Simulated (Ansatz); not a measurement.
# (BP)3(GaN)1 [001] superlattice, started as zinc blende: a soft mode frozen in, part 2 of 3

Which phase does (BP)3(GaN)1 [001] superlattice, started as zinc blende fall into along its unstable mode, and how much energy does it gain?

Ansatz 0.2.0; DFT LDA, scalar-relativistic, plane waves, PAW.

So far. Step 4 (The mode frozen in, largest atomic shift 0.14 Å): The run ends at a pressure of 1.39 GPa, with forces up to 0.45 eV/Å. Step 5 (Energy along the mode, all amplitudes (two of the runs …): The lowest of the steps tried is at 0.14 Å, 1.62 meV/atom below the parent; the bottom of the well need not coincide with a step.

The structure was built from a prototype and need not be the compound's stable phase.

### Step 6. Relaxing from the distorted cell

Starting from the lowest point found, all atoms and the cell are let go, so that strain and other modes of the same symmetry can join in.

File input.yaml:

```yaml
crystal:
  lattice:
    - [2.2590400244, 2.2590400244, 0.0]
    - [-2.2145071592, 2.2145071592, 0.0]
    - [0.0, 0.0, 9.1062624344]
  atoms:
    - { symbol: B, position: [0.0, 0.0447029259, 0.9948374483] }
    - { symbol: B, position: [0.5, 0.5027688652, 0.2403853969] }
    - { symbol: B, position: [0.0, -0.0016422309, 0.4878969646] }
    - { symbol: Ga, position: [0.5, 0.4982578206, 0.7853403341] }
    - { symbol: "N", position: [0.0, 0.4699956566, 0.9059349428] }
    - { symbol: P, position: [0.5, 0.0021620843, 0.1167798499] }
    - { symbol: P, position: [0.0, 0.4999359549, 0.3624645512] }
    - { symbol: P, position: [0.5, -0.0006024745, 0.6063605122] }
kpoints:
  mp_grid: { grid: [12, 12, 4] }
hamiltonian:
  xc: lda
scf:
  occupations: { method: methfessel_paxton, width: 0.2 }
output:
  forces: true
  stress: true
  eigenvalues: true
relax:
  adjacent_minimum: "off"
  f_tol: 0.002
  max_steps: 120
  cell: { stress_tol: 0.03 }
```

Started as:

```console
$ ansatz run input.yaml --threads 8 --pin off --max-ram 14336MiB --backend cpu --events-out ev --progress --plain --runs-dir out
```

Numbers of over 12 decimals in the logs are rounded to 6 here.

What it wrote:

```text
[...]
Crystal: 8 atoms, lattice volume = 91.111 Å³
Basis set: ecut = 420 eV, 1799 PW (Γ)
Bands: 29, of which v1, the nominal top of the filled ones, is band 21 counted from 1 (20 counted from 0)
Symmetry: 2 space group operations
[...]
k-points: 182 of 576 (time reversal used)
[...]
SCF iter   1: F=—  HF=-6710.297395 eV  |F-HF|=—  |Δ(HF+E_count)|=         —  Δρ=9.06e-3  dr2=1.12e-1  ethr=1.77e-3  ⟨swp⟩=6.5  Hψ=27063  notcnv=0
[...]
SCF iter   9: F=-6710.274070 eV  HF=-6710.274070 eV  |F-HF|=2.23e-8  |Δ(HF+E_count)|=   8.91e-8  S|Δr|=    0.00e0  Δρ=3.25e-6  dr2=2.82e-8  ethr=2.38e-10  ⟨swp⟩=9.8  Hψ=27210  notcnv=0
SCF 1 converged in 9 iterations: F = -6710.274070 eV  dr2 = 2.82e-8
[...]
relax step   1: F+E_penalty+E_count = -6710.27407029 eV  Δ(F+E_penalty+E_count) = +0.000e0 eV  max|allowed force component| = 4.528e-1 eV/Å  Δτ_max = 0.0000 Å  P = +1.385 GPa  Ω = 91.111 Å³  (9 SCF iters, dr2 threshold 1.00e-7 eV, accepted)
Crystal: 8 atoms, lattice volume = 91.890 Å³
Basis set: ecut = 420 eV, 1809 PW (Γ)
[...]
iter 1 solved again at ethr=2.37e-5 eV; its pass at ethr=3.10e-3 eV (dr2=9.95e-3 eV) is discarded
[...]
SCF iter   7: F=-6710.302624 eV  HF=-6710.302624 eV  |F-HF|=2.51e-7  |Δ(HF+E_count)|=   6.42e-7  S|Δr|=    0.00e0  Δρ=1.76e-5  dr2=3.59e-7  ethr=1.90e-9  ⟨swp⟩=6.3  Hψ=27898  notcnv=0
SCF 2 converged in 7 iterations: F = -6710.302624 eV  dr2 = 3.59e-7
relax step   2: F+E_penalty+E_count = -6710.30262423 eV  Δ(F+E_penalty+E_count) = -2.855e-2 eV  max|allowed force component| = 2.885e-1 eV/Å  Δτ_max = 0.0237 Å  P = +0.477 GPa  Ω = 91.890 Å³  energy of the carried Pulay correction = -1.331e-3 eV  (7 SCF iters, dr2 threshold 8.00e-7 eV, accepted)
Crystal: 8 atoms, lattice volume = 92.413 Å³
Basis set: ecut = 420 eV, 1827 PW (Γ)
[...]
SCF iter   7: F=-6710.316718 eV  HF=-6710.316718 eV  |F-HF|=1.87e-7  |Δ(HF+E_count)|=   8.60e-7  S|Δr|=    0.00e0  Δρ=1.50e-5  dr2=3.31e-7  ethr=1.90e-9  ⟨swp⟩=6.3  Hψ=27530  notcnv=0
SCF 3 converged in 7 iterations: F = -6710.316718 eV  dr2 = 3.31e-7
relax step   3: F+E_penalty+E_count = -6710.31671759 eV  Δ(F+E_penalty+E_count) = -1.409e-2 eV  max|allowed force component| = 3.788e-1 eV/Å  Δτ_max = 0.0205 Å  P = -0.113 GPa  Ω = 92.413 Å³  energy of the carried Pulay correction = -2.218e-3 eV  (7 SCF iters, dr2 threshold 8.00e-7 eV, accepted)
[... from here on, the SCF cycles and remarks between the steps are left out ...]
relax step   4: F+E_penalty+E_count = -6710.36904120 eV  Δ(F+E_penalty+E_count) = -5.232e-2 eV  max|allowed force component| = 6.904e-1 eV/Å  Δτ_max = 0.0838 Å  P = -0.865 GPa  Ω = 93.960 Å³  energy of the carried Pulay correction = -4.814e-3 eV  (8 SCF iters, dr2 threshold 8.00e-7 eV, accepted)
relax step   5: F+E_penalty+E_count = -6710.48180393 eV  Δ(F+E_penalty+E_count) = -1.128e-1 eV  max|allowed force component| = 6.935e-1 eV/Å  Δτ_max = 0.1951 Å  P = -0.227 GPa  Ω = 96.943 Å³  energy of the carried Pulay correction = -9.697e-3 eV  (8 SCF iters, dr2 threshold 8.00e-7 eV, accepted)
relax step   6: F+E_penalty+E_count = -6710.53848841 eV  Δ(F+E_penalty+E_count) = -5.668e-2 eV  max|allowed force component| = 1.218e0 eV/Å  Δτ_max = 0.0464 Å  P = +1.670 GPa  Ω = 96.020 Å³  energy of the carried Pulay correction = -8.203e-3 eV  (7 SCF iters, dr2 threshold 8.00e-7 eV, accepted)
relax step   7: F+E_penalty+E_count = -6710.61343692 eV  Δ(F+E_penalty+E_count) = -7.495e-2 eV  max|allowed force component| = 6.230e-1 eV/Å  Δτ_max = 0.1662 Å  P = -0.271 GPa  Ω = 98.129 Å³  energy of the carried Pulay correction = -1.160e-2 eV  (7 SCF iters, dr2 threshold 8.00e-7 eV, accepted)
relax step   8: F+E_penalty+E_count = -6710.63197463 eV  Δ(F+E_penalty+E_count) = -1.854e-2 eV  max|allowed force component| = 1.237e-1 eV/Å  Δτ_max = 0.0494 Å  P = +0.212 GPa  Ω = 97.949 Å³  energy of the carried Pulay correction = -1.131e-2 eV  (6 SCF iters, dr2 threshold 8.00e-7 eV, accepted)
relax step   9: F+E_penalty+E_count = -6710.64722072 eV  Δ(F+E_penalty+E_count) = -1.525e-2 eV  max|allowed force component| = 2.900e-1 eV/Å  Δτ_max = 0.0966 Å  P = -0.136 GPa  Ω = 99.296 Å³  energy of the carried Pulay correction = -1.344e-2 eV  (9 SCF iters, dr2 threshold 8.00e-7 eV, accepted)
relax step  10: F+E_penalty+E_count = -6710.65510242 eV  Δ(F+E_penalty+E_count) = -7.882e-3 eV  max|allowed force component| = 2.124e-1 eV/Å  Δτ_max = 0.0759 Å  P = -0.343 GPa  Ω = 100.046 Å³  energy of the carried Pulay correction = -1.462e-2 eV  (8 SCF iters, dr2 threshold 8.00e-7 eV, accepted)
relax step  11: F+E_penalty+E_count = -6710.65702905 eV  Δ(F+E_penalty+E_count) = -1.927e-3 eV  max|allowed force component| = 1.739e-2 eV/Å  Δτ_max = 0.0273 Å  P = -0.039 GPa  Ω = 99.959 Å³  energy of the carried Pulay correction = -1.448e-2 eV  (7 SCF iters, dr2 threshold 8.00e-7 eV, accepted)
relax step  12: F+E_penalty+E_count = -6710.65654790 eV  Δ(F+E_penalty+E_count) = +4.812e-4 eV  max|allowed force component| = 9.200e-2 eV/Å  Δτ_max = 0.0180 Å  P = -0.079 GPa  Ω = 100.045 Å³  energy of the carried Pulay correction = -1.461e-2 eV  (8 SCF iters, dr2 threshold 3.22e-8 eV, rejected (line search))
relax step  13: F+E_penalty+E_count = -6710.65715752 eV  Δ(F+E_penalty+E_count) = -1.285e-4 eV  max|allowed force component| = 5.586e-3 eV/Å  Δτ_max = 0.0090 Å  P = -0.002 GPa  Ω = 99.975 Å³  energy of the carried Pulay correction = -1.450e-2 eV  (10 SCF iters, accepted)
relax step  14: F+E_penalty+E_count = -6710.65714394 eV  Δ(F+E_penalty+E_count) = +1.357e-5 eV  max|allowed force component| = 4.821e-4 eV/Å  Δτ_max = 0.0051 Å  P = +0.002 GPa  Ω = 100.002 Å³  energy of the carried Pulay correction = -1.455e-2 eV  (9 SCF iters, dr2 threshold 1.95e-9 eV, accepted)
relax step  15: F+E_penalty+E_count = -6710.65711409 eV  Δ(F+E_penalty+E_count) = +2.985e-5 eV  max|allowed force component| = 5.209e-3 eV/Å  Δτ_max = 0.0029 Å  P = -0.010 GPa  Ω = 100.022 Å³  energy of the carried Pulay correction = -1.458e-2 eV  (10 SCF iters, accepted)
relax step  16: F+E_penalty+E_count = -6710.65712719 eV  Δ(F+E_penalty+E_count) = -1.310e-5 eV  max|allowed force component| = 1.660e-2 eV/Å  Δτ_max = 0.0008 Å  P = +0.032 GPa  Ω = 100.006 Å³  energy of the carried Pulay correction = -1.455e-2 eV  (7 SCF iters, dr2 threshold 1.70e-9 eV, rejected (line search))
relax step  17: F+E_penalty+E_count = -6710.65712344 eV  Δ(F+E_penalty+E_count) = -9.348e-6 eV  max|allowed force component| = 1.423e-4 eV/Å  Δτ_max = 0.0002 Å  P = +0.000 GPa  Ω = 100.017 Å³  energy of the carried Pulay correction = -1.457e-2 eV  (9 SCF iters, accepted)
relax step  18: F+E_penalty+E_count = -6710.70007824 eV  Δ(F+E_penalty+E_count) = -4.295e-2 eV  max|allowed force component| = 5.060e-3 eV/Å  Δτ_max = 0.0000 Å  P = +0.474 GPa  Ω = 100.017 Å³  stress off target by 1.11e0 GPa  SCF on the basis re-selected at this cell (its energy is not comparable with the rows above)  (9 SCF iters)
relax step  19: F+E_penalty+E_count = -6710.70590327 eV  Δ(F+E_penalty+E_count) = -5.825e-3 eV  max|allowed force component| = 1.499e-2 eV/Å  Δτ_max = 0.0683 Å  P = +0.072 GPa  Ω = 100.675 Å³  energy of the carried Pulay correction = -1.041e-3 eV  (7 SCF iters, dr2 threshold 8.00e-7 eV, accepted)
relax step  20: F+E_penalty+E_count = -6710.69075986 eV  Δ(F+E_penalty+E_count) = +1.514e-2 eV  max|allowed force component| = 9.722e-1 eV/Å  Δτ_max = 0.1013 Å  P = -1.136 GPa  Ω = 101.194 Å³  energy of the carried Pulay correction = -1.896e-3 eV  (9 SCF iters, dr2 threshold 9.86e-8 eV, rejected (line search))
relax step  21: F+E_penalty+E_count = -6710.70738690 eV  Δ(F+E_penalty+E_count) = -1.484e-3 eV  max|allowed force component| = 3.663e-3 eV/Å  Δτ_max = 0.0475 Å  P = -0.008 GPa  Ω = 100.840 Å³  energy of the carried Pulay correction = -1.327e-3 eV  (13 SCF iters, accepted)
relax step  22: F+E_penalty+E_count = -6710.70735510 eV  Δ(F+E_penalty+E_count) = +3.180e-5 eV  max|allowed force component| = 1.042e-1 eV/Å  Δτ_max = 0.0268 Å  P = -0.117 GPa  Ω = 100.906 Å³  energy of the carried Pulay correction = -1.443e-3 eV  (10 SCF iters, dr2 threshold 8.39e-10 eV, accepted)
relax step  23: F+E_penalty+E_count = -6710.70758657 eV  Δ(F+E_penalty+E_count) = -2.315e-4 eV  max|allowed force component| = 9.897e-4 eV/Å  Δτ_max = 0.0012 Å  P = -0.001 GPa  Ω = 100.861 Å³  energy of the carried Pulay correction = -1.375e-3 eV  (5 SCF iters, dr2 threshold 6.79e-7 eV, accepted)
relax step  24: F+E_penalty+E_count = -6710.71002537 eV  Δ(F+E_penalty+E_count) = -2.439e-3 eV  max|allowed force component| = 1.111e-3 eV/Å  Δτ_max = 0.0000 Å  P = +0.013 GPa  Ω = 100.861 Å³  stress off target by 9.28e-2 GPa  SCF on the basis re-selected at this cell (its energy is not comparable with the rows above)  (8 SCF iters)
relax step  25: F+E_penalty+E_count = -6710.71012701 eV  Δ(F+E_penalty+E_count) = -1.016e-4 eV  max|allowed force component| = 8.121e-4 eV/Å  Δτ_max = 0.0116 Å  P = +0.001 GPa  Ω = 100.878 Å³  energy of the carried Pulay correction = -2.576e-5 eV  (6 SCF iters, dr2 threshold 2.15e-8 eV, accepted)
relax step  26: F+E_penalty+E_count = -6710.71010636 eV  Δ(F+E_penalty+E_count) = +2.064e-5 eV  max|allowed force component| = 1.389e-2 eV/Å  Δτ_max = 0.0114 Å  P = -0.017 GPa  Ω = 100.885 Å³  energy of the carried Pulay correction = -3.509e-5 eV  (10 SCF iters, rejected (line search))
relax step  27: F+E_penalty+E_count = -6710.71013920 eV  Δ(F+E_penalty+E_count) = -1.220e-5 eV  max|allowed force component| = 5.186e-3 eV/Å  Δτ_max = 0.0055 Å  P = +0.002 GPa  Ω = 100.880 Å³  energy of the carried Pulay correction = -2.776e-5 eV  (10 SCF iters, accepted)
relax step  28: F+E_penalty+E_count = -6710.71013848 eV  Δ(F+E_penalty+E_count) = +7.235e-7 eV  max|allowed force component| = 5.302e-3 eV/Å  Δτ_max = 0.0036 Å  P = -0.001 GPa  Ω = 100.881 Å³  energy of the carried Pulay correction = -3.015e-5 eV  (6 SCF iters, dr2 threshold 1.68e-9 eV, accepted)
relax step  29: F+E_penalty+E_count = -6710.71014530 eV  Δ(F+E_penalty+E_count) = -6.818e-6 eV  max|allowed force component| = 1.587e-4 eV/Å  Δτ_max = 0.0012 Å  P = +0.000 GPa  Ω = 100.880 Å³  energy of the carried Pulay correction = -2.910e-5 eV  (5 SCF iters, dr2 threshold 1.76e-9 eV, accepted)
[...]
SCF iter   6: F=-6710.710209 eV  HF=-6710.710209 eV  |F-HF|=1.18e-11  |Δ(HF+E_count)|=  1.91e-11  S|Δr|=    0.00e0  Δρ=5.01e-8  dr2=1.51e-11  ethr=1.00e-12  ⟨swp⟩=8.6  Hψ=31210  notcnv=0
SCF 30 converged in 6 iterations: F = -6710.710209 eV  dr2 = 1.51e-11
relax step  30: F+E_penalty+E_count = -6710.71020928 eV  Δ(F+E_penalty+E_count) = -6.398e-5 eV  max|allowed force component| = 1.885e-4 eV/Å  Δτ_max = 0.0000 Å  P = +0.000 GPa  Ω = 100.880 Å³  stress off target by 8.47e-3 GPa  SCF on the basis re-selected at this cell (its energy is not comparable with the rows above)  (6 SCF iters)
[...]
SCF converged after 6 iterations
[...]
Free energy (F): -6710.710209 eV
[...]
Internal energy: -6710.711980 eV  (E = F + TS)
E sigma→0 (E₀):  -6710.710652 eV
Entropy (-TS):   0.001771 eV (0.221 meV/atom)
Fermi energy:    9.032081 eV
Step filling:    the computed levels leave a gap of 0.0021 eV = 0.0 smearing widths at the electron count; against every level under it full and every level over it empty, smearing changes F+E_penalty+E_count by +0.409 meV and its σ→0 estimate by -0.034 meV
[...]
--- Forces (eV/Å), atoms counted from 1 ---
  atom   1  B      0.00018866    -0.00018866    -0.00008765
  atom   2  B      0.00007171    -0.00007171    -0.00000258
  atom   3  B     -0.00001926     0.00001926     0.00013798
  atom   4  Ga    -0.00005489     0.00005489    -0.00000566
  atom   5  N     -0.00007128     0.00007128     0.00009026
  atom   6  P     -0.00013757     0.00013757    -0.00005655
  atom   7  P      0.00001363    -0.00001363    -0.00001675
  atom   8  P      0.00001018    -0.00001018    -0.00006083
  max |Σ_I F_I| component: 1.78e-6 eV/Å
--- Stress (GPa, compression-positive) ---
       -0.000467       0.001141      -0.005692
        0.001141      -0.000467       0.005692
       -0.005693       0.005693       0.002047
  P = ⅓ Tr σ = 0.0004 GPa (0.004 kbar)
--- Band table (eV; the first three rows and the last of 182) ---
  k-point 0: bands = [... 17 lower, 6.3527, 7.4107, 8.0920, 8.5220, 9.1686, 9.8800, 10.1666, 11.3103, ... 4 higher]
  k-point 1: bands = [... 17 lower, 6.3335, 7.1469, 7.9059, 8.7999, 9.1434, 9.9063, 10.3460, 11.3168, ... 4 higher]
  k-point 2: bands = [... 17 lower, 6.5869, 6.7905, 7.6790, 9.1088, 9.1232, 9.9208, 10.5749, 10.9812, ... 4 higher]
  k-point 181: bands = [... 17 lower, 3.6954, 4.3344, 4.5499, 5.2033, 9.0586, 10.4791, 10.5965, 10.9923, ... 4 higher]
--- Relaxed structure (27 steps of the walk, 23 accepted, 3 SCFs on fresh bases) ---
  F+E_penalty+E_count = -6710.71020928 eV   max|allowed force component| = 1.885e-4 eV/Å   (the final SCF, on the basis selected at the relaxed cell)
  cell:  # Å, volume = 100.8805 Å³
    - [2.253535, 2.253535, 0.0]
    - [-2.361575, 2.361575, 0.290507]
    - [-0.597297, 0.597297, 9.551354]
  atoms:
    - { symbol: B, position: [0.0, 0.211303, 1.018052] }
    - { symbol: B, position: [0.500000, 0.594752, 0.251085] }
    - { symbol: B, position: [0.0, -0.022076, 0.485676] }
    - { symbol: Ga, position: [0.500000, 0.338762, 0.765232] }
    - { symbol: N, position: [0.0, 0.284387, 0.873664] }
    - { symbol: P, position: [0.500000, 0.152924, 0.134215] }
    - { symbol: P, position: [0.0, 0.535706, 0.369652] }
    - { symbol: P, position: [0.500000, -0.080178, 0.602425] }
```

Run time: 4.1 min. Hardware: 8 threads of Intel Xeon Platinum 8259CL at 2.50GHz (Skylake/Cascade Lake), shared host; peak memory 0.91 GiB.

The steps of the relaxation (22 of 30):

| step | energy less that of the first step (eV) | largest force component (eV/Å) | pressure (GPa) | volume (Å³) |
| --- | --- | --- | --- | --- |
| 1 | 0.0000 | 0.4528 | 1.39 | 91.11 |
| 2 | -0.0286 | 0.2885 | 0.48 | 91.89 |
| 4 | -0.0950 | 0.6904 | -0.86 | 93.96 |
| 5 | -0.2077 | 0.6935 | -0.23 | 96.94 |
| 7 | -0.3394 | 0.6230 | -0.27 | 98.13 |
| 8 | -0.3579 | 0.1237 | 0.21 | 97.95 |
| 9 | -0.3732 | 0.2900 | -0.14 | 99.30 |
| 11 | -0.3830 | 0.0174 | -0.04 | 99.96 |
| 12 | -0.3825 | 0.0920 | -0.08 | 100.05 |
| 13 | -0.3831 | 0.0056 | 0.00 | 99.98 |
| 15 | -0.3830 | 0.0052 | -0.01 | 100.02 |
| 16 | -0.3831 | 0.0166 | 0.03 | 100.01 |
| 18* | -0.4260 | 0.0051 | 0.47 | 100.02 |
| 19 | -0.4318 | 0.0150 | 0.07 | 100.67 |
| 20 | -0.4167 | 0.9722 | -1.14 | 101.19 |
| 22 | -0.4333 | 0.1042 | -0.12 | 100.91 |
| 23 | -0.4335 | 0.0010 | 0.00 | 100.86 |
| 24* | -0.4360 | 0.0011 | 0.01 | 100.86 |
| 26 | -0.4360 | 0.0139 | -0.02 | 100.88 |
| 27 | -0.4361 | 0.0052 | 0.00 | 100.88 |
| 29 | -0.4361 | 0.0002 | 0.00 | 100.88 |
| 30* | -0.4361 | 0.0002 | 0.00 | 100.88 |

Relaxation steps marked * repeat the geometry before them on a plane-wave basis chosen anew for their cell, so energy and pressure can jump there. Other such steps can lie between the rows shown. Relaxation steps 12, 16, 20, 26 were tried and not accepted.

The run keeps the 2 symmetry operations that it works with, so distortions that break them were not tested.

```
     cell as run  before  after   change
           a (Å)   3.195  3.187   -0.2 %
           b (Å)   3.132  3.352   +7.0 %
           c (Å)   9.106  9.589   +5.3 %
           α (°)   90.00  79.97  -11.1 %
volume (Å³/atom)   11.39  12.61  +10.7 %
```

The atoms that moved most (Å, as changes of fractional coordinates times the final cell):

```
atom      dx      dy      dz  length
  N5   0.458  -0.458  -0.362   0.742
  B1  -0.407   0.407   0.270   0.636
 Ga4   0.389  -0.389  -0.238   0.599
  P6  -0.366   0.366   0.210   0.559
  B2  -0.224   0.224   0.129   0.342
  P8   0.190  -0.190  -0.061   0.276
  P7  -0.089   0.089   0.079   0.148
  B3   0.050  -0.050  -0.027   0.075
```

This step gave:

```
pressure        : 3.71e-4 GPa
volume per atom : 12.61 Å³
```

The distorted start has space group Pm; the relaxation ends in Amm2.

### Step 7. The new phase in its own primitive cell

The relaxed structure is symmetrised, reduced to its primitive cell and relaxed tightly, as its phonons need.

File input.yaml:

```yaml
crystal:
  lattice:
    - [3.1869793502, 0.0, 0.0]
    - [0.0, 1.6761910797, 9.4422267317]
    - [0.0, -1.6761910797, 9.4422267317]
  atoms:
    - { symbol: B, position: [0.0, 0.7695957515, 0.7695957515] }
    - { symbol: B, position: [0.5, 0.1530795065, 0.1530795065] }
    - { symbol: B, position: [0.0, 0.5357841325, 0.5357841325] }
    - { symbol: Ga, position: [0.5, 0.8960056511, 0.8960056511] }
    - { symbol: "N", position: [0.0, 0.8417900881, 0.8417900881] }
    - { symbol: P, position: [0.5, 0.7115143821, 0.7115143821] }
    - { symbol: P, position: [0.0, 0.0937961046, 0.0937961046] }
    - { symbol: P, position: [0.5, 0.4774095888, 0.4774095888] }
kpoints:
  mp_grid: { grid: [12, 12, 12] }
hamiltonian:
  xc: lda
scf:
  occupations: { method: methfessel_paxton, width: 0.2 }
output:
  forces: true
  stress: true
  eigenvalues: true
relax:
  adjacent_minimum: "off"
  f_tol: 0.001
  max_steps: 60
  cell: { stress_tol: 0.01 }
```

What it wrote:

```text
[...]
- [0, -1.676074, 9.442465]
  atoms:
    - { symbol: B, position: [0, 0.769594, 0.769594] }
    - { symbol: B, position: [0.5, 0.153082, 0.153082] }
    - { symbol: B, position: [0, 0.535784, 0.535784] }
    - { symbol: Ga, position: [0.5, 0.895999, 0.895999] }
    - { symbol: N, position: [0, 0.841789, 0.841789] }
    - { symbol: P, position: [0.5, 0.711515, 0.711515] }
    - { symbol: P, position: [0, 0.093797, 0.093797] }
    - { symbol: P, position: [0.5, 0.477413, 0.477413] }
[key lines of the parts left out:]
SCF converged after 10 iterations
Free energy (F): -6710.710044 eV
Fermi energy:    9.035048 eV
P = ⅓ Tr σ = -0.0004 GPa (-0.004 kbar)
```

Elapsed: 86 s, on 8 threads; peak memory 1.1 GiB.

Little changed from the start: no atom moved by 0.005 Å and no cell edge by 0.1 %.

Numbers from this step:

| Property | Result |
| --- | --- |
| pressure | -4.22e-4 GPa |

The largest force component left is 0.19 meV/Å and the pressure is 0.000 GPa, within the tolerances set. The cell now holds 12.61 Å³/atom.

[end of part 2 of 3]

[Logs are printed without paths, hosts, clocks, repeated set-up lines and the standing remarks that a program may print on its own settings, such as how far it seeks lower states.]

[Hosts, paths, dates, database ids (printed as entryN), source tags and the programs' standing remarks are cut or masked in the printed files.]
